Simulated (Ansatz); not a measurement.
# From PBE to G0W0: SiO2 (P3_221)

How far does one-shot GW move the PBE gap of SiO2 (P3_221)?

Main program and level: Ansatz 0.2.0; PBE, then G0W0 on it, plane waves, PAW.

### 1. The structure

It takes space group P3_221 (No. 154, trigonal). The conventional cell has a = 4.916 Å, b = 4.916 Å, c = 5.408 Å, α = 90.00°, β = 90.00°, γ = 120.00°. Si has 4 O at 1.61 Å nearest. Nearest to O lie 2 Si at 1.61 Å. Farther neighbours and most contacts between anions are not listed.

The cell and positions come from the Crystallography Open Database and are kept as given unless a step says otherwise.

### 2. Bands along the symmetry lines

Levels along a band path and on the mesh show where this functional puts the band edges.

This step: DFT, PBE, plane waves, PAW; PAW set soft_1.

File input.yaml:

```yaml
crystal:
  lattice:
    - [4.91636, 0.0, 0.0]
    - [-2.45818, 4.2576926541, 0.0]
    - [0.0, 0.0, 5.4084]
  atoms:
    - { symbol: Si, position: [0.46973, 0.0, 0.6666666667] }
    - { symbol: Si, position: [0.0, 0.46973, 0.3333333333] }
    - { symbol: Si, position: [0.53027, 0.53027, 0.0] }
    - { symbol: O, position: [0.41354, 0.26758, 0.78558] }
    - { symbol: O, position: [0.73242, 0.14596, 0.4522466667] }
    - { symbol: O, position: [0.85404, 0.58646, 0.1189133333] }
    - { symbol: O, position: [0.26758, 0.41354, 0.21442] }
    - { symbol: O, position: [0.14596, 0.73242, 0.5477533333] }
    - { symbol: O, position: [0.58646, 0.85404, 0.8810866667] }
kpoints:
  mp_grid: { grid: [6, 6, 4] }
  band_path:
    path:
      - [[0.0, 0.0, 0.0], [0.5, 0.0, 0.0], [0.33333333, 0.33333333, 0.0], [0.0, 0.0, 0.0], [0.0, 0.0, 0.5], [0.5, 0.0, 0.5], [0.33333333, 0.33333333, 0.5], [0.0, 0.0, 0.5]]
      - [[0.5, 0.0, 0.5], [0.5, 0.0, 0.0]]
      - [[0.33333333, 0.33333333, 0.5], [0.33333333, 0.33333333, 0.0]]
    npoints: 10
hamiltonian:
  xc: pbe
  pseudopotentials: { kind: paw, azcp: { folder: soft_1 } }
scf:
  occupations: { method: fermi_dirac, width: 0.02 }
  n_extra_bands: 7
output:
  eigenvalues: true
  write_density: true
  write_potential: true
  elf: true
  volumetric_format: npy
```

Command:

```sh
$ ansatz run input.yaml --threads 4 --pin off --max-ram 138240MiB --backend cuda --events-out ev --progress --plain --runs-dir out --devices 1 --max-vram 26GiB
```

Numbers of over 12 decimals in the logs are rounded to 6 here.

What it wrote:

```text
scf.n_extra_bands = 7 over 24 filled bands (N_el = 48.0): the run solves 31 bands
GPUs: using 1 of 1 available (devices: 1).
Engine: ansatz 0.2.0, x86_64-unknown-linux-gnu
Pseudopotentials: kind: paw
Pseudopotential: Si, paw, valence charge 4, recommended cutoff 420 eV (normal), soft_1/Si.paw.azcp
Pseudopotential: O, paw, valence charge 6, recommended cutoff 420 eV (normal), soft_1/O.paw.azcp
Functional definition: PBE
  parameter kappa = 0.804
  parameter beta = 0.066725
  exchange = pbe_x(kappa = kappa, mu = beta*pi^2/3)
  correlation = pbe_c(beta = beta)
device memory: the entry about to start is reckoned to put 1.6 GiB on a device that reports 47.4 GiB free (of which the cap on the GPU budget leaves the run 26.0 GiB)
GPU FFT provider: cuFFT
GPU libraries: cuBLAS 13.8.2, cuFFT 12.4.0, cuSOLVER 12.3.4
Crystal: 9 atoms, lattice volume = 113.211 Å³
Basis set: ecut = 420 eV, 2209 PW (Γ)
Bands: 31, of which v1, the nominal top of the filled ones, is band 24 counted from 1 (23 counted from 0)
Symmetry: 6 space group operations
Space group: P3221 (ITA 154), of the structure as read, at distance tolerance 4.8e-5 Å
k-points: 24 of 144 (time reversal used)
Non-local potential: Si, projectors of the file, l = 0: 2, l = 1: 2, l = 2: 1
Non-local potential: O, projectors of the file, l = 0: 2, l = 1: 2, l = 2: 1
PAW form: soft (Blöchl's): semilocal exchange-correlation on the pseudo side does not see the compensation charge
PAW one-centre angular grid: Si, 110 points (default); XC on 64 Gauss nodes
PAW one-centre angular grid: O, 110 points (default); XC on 64 Gauss nodes
Initial density: superposition of atomic densities (chi_scale 0.1, normalization cell, long waves kept (reshape's long-wave potential 0.01 eV rms))
Initial wavefunctions: pseudopotential atomic-orbital guess
GPU buffer pool allocated for 51840 grid points (all kernels)
GPU transforms: local potential and band sums: pruned to the plane-wave sphere, on 36×36×40
Functional: x = pbe(κ = 0.804, μ = 0.219515), c = pbe(β = 0.066725)
SCF iter   1: F=—  HF=-5327.299594 eV  |F-HF|=—  |Δ(HF+E_count)|=         —  Δρ=1.35e-1  dr2=1.83e1  ethr=3.10e-3  ⟨swp⟩=7.2  Hψ=3909  notcnv=0
preconditioner: auto → Resta (q_TF=auto, 2.365 Å⁻¹)  ε∞=2.8  [insulator: Δε(μ)=7.394 eV  Ē_g=17.815 eV  σ=0.020 eV  W_gap=1.00  n_scr=22 (ndim 8)  ℏωp=24.2 eV  f_vac=0.003  D(μ)=0.00/eV (n_scr^D=0)  ε∞_Penn≈2.8]
SCF iter   2: F=—  HF=-5322.197842 eV  |F-HF|=—  |Δ(HF+E_count)|=    5.10e0  Δρ=4.37e-2  dr2=9.54e-1  ethr=3.10e-3  ⟨swp⟩=4.5  Hψ=2136  notcnv=0  defer=24
SCF iter   3: F=—  HF=-5322.142531 eV  |F-HF|=—  |Δ(HF+E_count)|=   5.53e-2  Δρ=2.16e-2  dr2=2.90e-1  ethr=1.99e-3  ⟨swp⟩=2.0  Hψ=864  notcnv=0  defer=24
SCF iter   4: F=—  HF=-5322.162224 eV  |F-HF|=—  |Δ(HF+E_count)|=   1.97e-2  Δρ=1.69e-3  dr2=2.97e-3  ethr=6.05e-4  ⟨swp⟩=3.0  Hψ=1439  notcnv=0  defer=24
SCF iter   5: F=—  HF=-5322.166889 eV  |F-HF|=—  |Δ(HF+E_count)|=   4.66e-3  Δρ=4.81e-4  dr2=2.11e-4  ethr=6.19e-6  ⟨swp⟩=3.2  Hψ=1508  notcnv=0  defer=24
SCF iter   6: F=—  HF=-5322.166980 eV  |F-HF|=—  |Δ(HF+E_count)|=   9.11e-5  Δρ=5.84e-5  dr2=4.22e-6  ethr=4.39e-7  ⟨swp⟩=2.0  Hψ=1289  notcnv=0  defer=24
SCF iter   7: F=—  HF=-5322.167110 eV  |F-HF|=—  |Δ(HF+E_count)|=   1.30e-4  Δρ=1.54e-5  dr2=1.66e-7  ethr=8.79e-9  ⟨swp⟩=2.0  Hψ=1324  notcnv=0  defer=24
SCF iter   8: F=-5322.167110 eV  HF=-5322.167110 eV  |F-HF|=5.49e-9  |Δ(HF+E_count)|=   1.83e-7  Δρ=1.57e-6  dr2=2.72e-9  ethr=2.08e-10  ⟨swp⟩=12.2  Hψ=3150  notcnv=0
SCF 1 converged in 8 iterations: F = -5322.167110 eV  dr2 = 2.72e-9
  greatest PAW one-centre occupation: 0.861 electrons in one spin orbital (limit 2), on the O atom at site 8 (counted from 0), in its partial waves of l = 0
device memory: the entry about to start is reckoned to put 4.1 GiB on a device that reports 47.3 GiB free (of which the cap on the GPU budget leaves the run 26.0 GiB)
NSCF: frozen V_eff on 93 k-points, pencils in batches of 32, up to order 140
SCF converged after 8 iterations
Free energy (F): -5322.167110 eV
Harris-Foulkes:  -5322.167110 eV  (|F-HF|=5.49e-9)
Internal energy: -5322.167110 eV  (E = F + TS)
E sigma→0 (E₀):  -5322.167110 eV
Fermi energy:    5.521419 eV
--- Per-component energies (eV) ---
  E_band       = -206.884705
  E_kinetic    = 1169.978641
  E_local      = -2935.001265  (includes V_loc(G=0)·N_el)
  E_nonlocal   = 381.266176
  E_hartree    = 1074.941293
  E_xc         = -603.969384
  E_vxc        = -698.103961  (∫ρ·V_xc dr)
  E_paw        = -2519.089938  (= ΣΔE_a)
  E_vpaw       = -274.911288  (= ΣTr[D̂ρ^β])
  E_aug_tail   = 0.005008  (compensation charges beyond the density's cutoff)
  E_ewald      = -1890.297640
  E_smearing   = -0.000000  (= −TS)
  E_closure    = 0.000000  (closes the sum)
  Σ components = -5322.167110   (vs F -5322.167110, Δ=0.00e0)
--- Band table (eV; the first three rows and the last of 24) ---
  k-point 0: bands = [... 20 lower, 1.5021, 1.8187, 2.1901, 2.1901, 8.4978, 11.8261, 11.8261, 12.2813, ... 3 higher]
  k-point 1: bands = [... 20 lower, 1.4313, 1.9706, 2.2799, 2.4090, 9.0967, 11.6629, 11.7570, 11.7824, ... 3 higher]
  k-point 2: bands = [... 20 lower, 1.3000, 2.2895, 2.2895, 2.4143, 10.4511, 10.4511, 11.5718, 12.2626, ... 3 higher]
  k-point 23: bands = [... 20 lower, 1.5720, 1.7429, 1.9221, 1.9221, 11.5195, 12.3043, 12.3043, 12.6081, ... 3 higher]
```

Run time: 6.2 s. Hardware: 1 × NVIDIA H100 80GB HBM3 (shared by 3 runs) with 4 threads of AMD EPYC 7R13 (Zen 3), shared host; peak memory 0.91 GiB.

The column dr2 measures how far the density is from self-consistency, as an energy; F and HF (Harris–Foulkes) agree once it is small.

Numbers from this step:

- filled bands: 24
- gap: 5.993 eV
- valence top at: K
- conduction bottom at: Γ
- least direct gap: 6.286 eV

Over mesh and path the gap is 5.993 eV, from k = (0.333, 0.333, 0.000) to k = Γ. The least direct gap found is 6.286 eV, at k = (0.000, 0.000, 0.050).

The electronic bands at the labelled points (eV, zero at the top of the highest nominally filled band):

```csv
point,band 21,band 22,band 23,band 24,band 25,band 26,band 27,band 28
Γ,-1.00,-0.69,-0.31,-0.31,5.99,9.32,9.32,9.78
halfway,-1.00,-0.83,-0.24,-0.15,6.88,9.32,9.39,9.89
M,-1.03,-0.78,-0.27,-0.04,8.26,9.00,9.72,9.74
halfway,-1.09,-0.62,-0.31,-0.02,8.45,9.06,9.61,9.95
K,-1.22,-0.43,-0.43,0.00,8.92,8.92,9.42,10.38
halfway,-0.91,-0.87,-0.25,-0.11,7.13,9.32,9.47,9.94
Γ,-1.00,-0.69,-0.31,-0.31,5.99,9.32,9.32,9.78
halfway,-1.07,-0.53,-0.23,-0.10,6.59,9.16,9.25,9.28
A,-1.21,-0.22,-0.22,-0.09,7.95,7.95,9.07,9.76
halfway,-1.08,-0.45,-0.42,-0.15,8.34,8.48,9.39,9.74
L,-0.88,-0.84,-0.60,-0.19,8.92,9.40,9.68,9.84
halfway,-0.86,-0.83,-0.62,-0.33,8.95,9.57,9.77,9.88
H,-0.93,-0.76,-0.58,-0.58,9.01,9.80,9.80,10.10
halfway,-1.06,-0.54,-0.39,-0.22,8.46,8.63,9.44,9.91
A,-1.21,-0.22,-0.22,-0.09,7.95,7.95,9.07,9.76
jump to L,-0.88,-0.84,-0.60,-0.19,8.92,9.40,9.68,9.84
halfway,-0.96,-0.72,-0.44,-0.12,8.54,9.10,9.58,10.05
M,-1.03,-0.78,-0.27,-0.04,8.26,9.00,9.72,9.74
jump to H,-0.93,-0.76,-0.58,-0.58,9.01,9.80,9.80,10.10
halfway,-1.01,-0.55,-0.51,-0.20,8.93,9.24,9.61,10.23
K,-1.22,-0.43,-0.43,0.00,8.92,8.92,9.42,10.38
```

Valence density in the ac plane at fractional y = 0.000, with atoms of Si within 0.2 Å of it. It is the smooth field of the valence electrons, not physical close to the nuclei.

Values in e/Å³, 15 rows by 14 columns, each cell a mean:
```
0.0 0.0 0.0 0.0 0.1 0.1 0.1 0.3 0.7 1.0 0.7 0.3 0.1 0.0
0.0 0.0 0.1 0.1 0.1 0.2 0.2 0.5 1.1 1.6 1.0 0.4 0.1 0.0
0.0 0.0 0.1 0.2 0.2 0.3 0.3 0.6 1.0 1.2 0.7 0.3 0.1 0.0
0.0 0.0 0.1 0.2 0.3 0.3 0.2 0.4 0.6 0.6 0.3 0.1 0.1 0.0
0.0 0.0 0.1 0.2 0.3 0.2 0.1 0.2 0.3 0.3 0.2 0.1 0.0 0.0
0.0 0.0 0.1 0.2 0.3 0.3 0.2 0.2 0.4 0.4 0.2 0.1 0.0 0.0
0.0 0.0 0.1 0.2 0.3 0.3 0.3 0.5 0.8 0.9 0.5 0.2 0.1 0.0
0.0 0.0 0.1 0.1 0.2 0.2 0.3 0.6 1.1 1.5 1.0 0.4 0.1 0.0
0.0 0.0 0.0 0.1 0.1 0.1 0.2 0.4 0.9 1.4 0.9 0.3 0.1 0.0
0.0 0.0 0.0 0.0 0.0 0.0 0.1 0.2 0.4 0.6 0.4 0.2 0.1 0.0
0.0 0.0 0.0 0.0 0.0 0.0 0.0 0.1 0.1 0.2 0.1 0.1 0.0 0.0
0.0 0.0 0.0 0.0 0.0 0.0 0.0 0.0 0.0 0.1 0.0 0.0 0.0 0.0
0.0 0.0 0.0 0.0 0.0 0.0 0.0 0.0 0.0 0.0 0.0 0.0 0.0 0.0
0.0 0.0 0.0 0.0 0.0 0.0 0.0 0.0 0.1 0.1 0.1 0.0 0.0 0.0
0.0 0.0 0.0 0.0 0.0 0.0 0.1 0.1 0.2 0.3 0.2 0.1 0.0 0.0
```
Columns run along a (4.9 Å), rows up along c (5.4 Å). Atoms in or near the plane, at fractional coordinates: Si at (0.47, 0.67).

ELF in the ac plane at fractional y = 0.000, with atoms of Si within 0.2 Å of it. It is the smooth field of the valence electrons, not physical close to the nuclei.

Ten even steps from '_' (0.00) to '@' (0.84), each cell a mean:
```
______....__..**@@@@@@%%==__
____..----..::**@@@@@@%%++__
____::====--::**@@@@@@##==__
____..::--::..--**##++--..__
______..::..--::::::..______
______..::..::::====--..____
____::--==--::++%%%%%%**::__
____::====::::**@@@@@@%%==__
____..::::..::**@@@@@@%%==__
____________..++%%@@@@**::__
______________::++**++::____
__________________..________
____________________________
______________..::--::..____
____________..==##%%##++..__
```
Columns run along a (4.9 Å), rows up along c (5.4 Å). Atoms in or near the plane, at fractional coordinates: Si at (0.47, 0.67).

(Continued in part 2 of 2.)

[Paths, hosts, dates, memory and timing lines, banners, echoed tables and standing remarks are left out of the program output.]

[Logs are printed without paths, hosts, clocks, repeated set-up lines and the standing remarks that a program may print on its own settings, such as how far it seeks lower states.]

[Runs of the session that timed out or met a known fault of the program may be left out.]

[Cells called generated may have been cut or substituted from an entry of the Crystallography Open Database or the Materials Project.]

[Hosts, paths, dates, database ids (printed as entryN), source tags and the programs' standing remarks are cut or masked in the printed files.]

[Where an RPA ε∞ is given, it is that of the G0W0 mesh and is not shown converged in it. Names of k-points follow the symmetry that the program found, which can be lower than the space group named. Band edges on a path are those of the sampled points; other points can move an edge, and change direct to indirect where valleys lie close.]

[Hybrid gaps are those of their k-mesh and are not shown converged in it.]
